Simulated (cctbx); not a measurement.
**Diagnosing a refinement**

Cell a = 6.9850 Å, b = 7.0230 Å, c = 9.6900 Å, α = 110.83°, β = 96.31°, γ = 106.89°; space group P-1 (no. 2). The compound is Bi5PPt2.

The data are simulated with cctbx, not measured: Ag Kα, λ = 0.56087 Å, to d = 0.6 Å, 80 % of the full sphere, strongest reflection 20000 counts, noise from counting, a 3 % proportional error and a noise floor of 4 counts (s.d.); no absorption, and some extinction, which the refinements don't model.

An anisotropic refinement with weights 1/σ² prints:

```text
Rint 0.027, 3850 unique reflections to 0.60 A
cycle     R1     wR2    GooF  max shift (A)
   1  0.0846  0.2062   3.945   0.01149
   2  0.0241  0.0597   1.142   0.00001
final R1 0.0241 wR2 0.0597 GooF 1.142  parameters 72  data/parameter 53.5
atom        x        y        z      Ueq    occ   su(xyz)  su(Uiso or U11)
Bi1    0.84114  0.22629  0.91169   0.0101  1.000  0.00004  0.0001
Bi2    0.32495  0.43457  0.76917   0.0084  1.000  0.00004  0.0001
Pt1    0.66542  0.88310  0.66307   0.0083  1.000  0.00005  0.0001
Bi3    0.80344  0.98269  0.44756   0.0134  1.000  0.00005  0.0001
Bi4    0.16543  0.41180  0.32507   0.0087  1.000  0.00004  0.0001
Bi5    0.78950  0.30205  0.37252   0.0155  1.000  0.00005  0.0001
Pt2    0.72512  0.59096  0.95432   0.0101  1.000  0.00005  0.0001
P1     0.31566  0.99676  0.94278   0.0193  1.000  0.00047  0.0011
difference map: max 5.80 min -5.80 rms 0.76
Q1    0.3516  0.0868  0.3223    2    5.85  0.28 A from Pt1
Q2    0.3946  0.9517  0.9547    2    2.80  0.73 A from P1
Q3    0.2870  0.7052  0.9245    2    2.77  1.89 A from Bi1
Q4    0.2290  0.9225  0.4052    2    2.73  1.42 A from Bi3
Q5    0.4026  0.8190  0.9560    2    2.58  1.57 A from P1
Q6    0.3915  0.5983  0.0389    2    2.57  1.37 A from Pt2
```

**Question.** Can this result stand? If not, what is the likely fault?

Mend it. The fault: elements exchanged: Bi5 is Pt and Pt1 is Bi. Against the right model at the same level, R1 goes from 0.0203 to 0.0241 and GooF from 0.95 to 1.14. Bi5 has 5 electrons too many and its U swells to shed them, as expected; Pt1 has 5 electrons too few and its U shrinks to make up, as expected.

The compound is Bi5PPt2. The right model at the same level gives:

```text
Rint 0.027, 3850 unique reflections to 0.60 A
cycle     R1     wR2    GooF  max shift (A)
   1  0.0770  0.1927   3.686   0.01125
   2  0.0203  0.0498   0.953   0.00002
final R1 0.0203 wR2 0.0498 GooF 0.953  parameters 72  data/parameter 53.5
atom        x        y        z      Ueq    occ   su(xyz)  su(Uiso or U11)
Bi1    0.84114  0.22630  0.91170   0.0101  1.000  0.00004  0.0001
Bi2    0.32496  0.43458  0.76918   0.0084  1.000  0.00003  0.0001
Bi3    0.66541  0.88311  0.66307   0.0102  1.000  0.00004  0.0001
Bi4    0.80341  0.98266  0.44754   0.0135  1.000  0.00004  0.0001
Bi5    0.16541  0.41179  0.32507   0.0087  1.000  0.00003  0.0001
Pt1    0.78953  0.30205  0.37254   0.0135  1.000  0.00004  0.0001
Pt2    0.72512  0.59092  0.95430   0.0102  1.000  0.00004  0.0001
P1     0.31583  0.99700  0.94291   0.0194  1.000  0.00039  0.0009
difference map: max 2.76 min -3.34 rms 0.66
Q1    0.2864  0.7059  0.9272    2    2.82  1.87 A from Bi1
Q2    0.3934  0.9530  0.9547    2    2.70  0.72 A from P1
Q3    0.4066  0.8207  0.9529    2    2.59  1.57 A from P1
Q4    0.0960  0.4074  0.7858    2    2.46  1.59 A from Bi2
Q5    0.2295  0.9222  0.4033    2    2.46  1.44 A from Bi4
Q6    0.4594  0.3903  0.0219    2    2.44  1.37 A from Pt2
```

The model is made up (kin elements in a known structure type, no relaxation), so it says nothing on whether the phase exists.

[Middle refinement cycles are left out of these outputs.]

[Logs are printed without paths, hosts, clocks, repeated set-up lines and the standing remarks that a program may print on its own settings, such as how far it seeks lower states.]
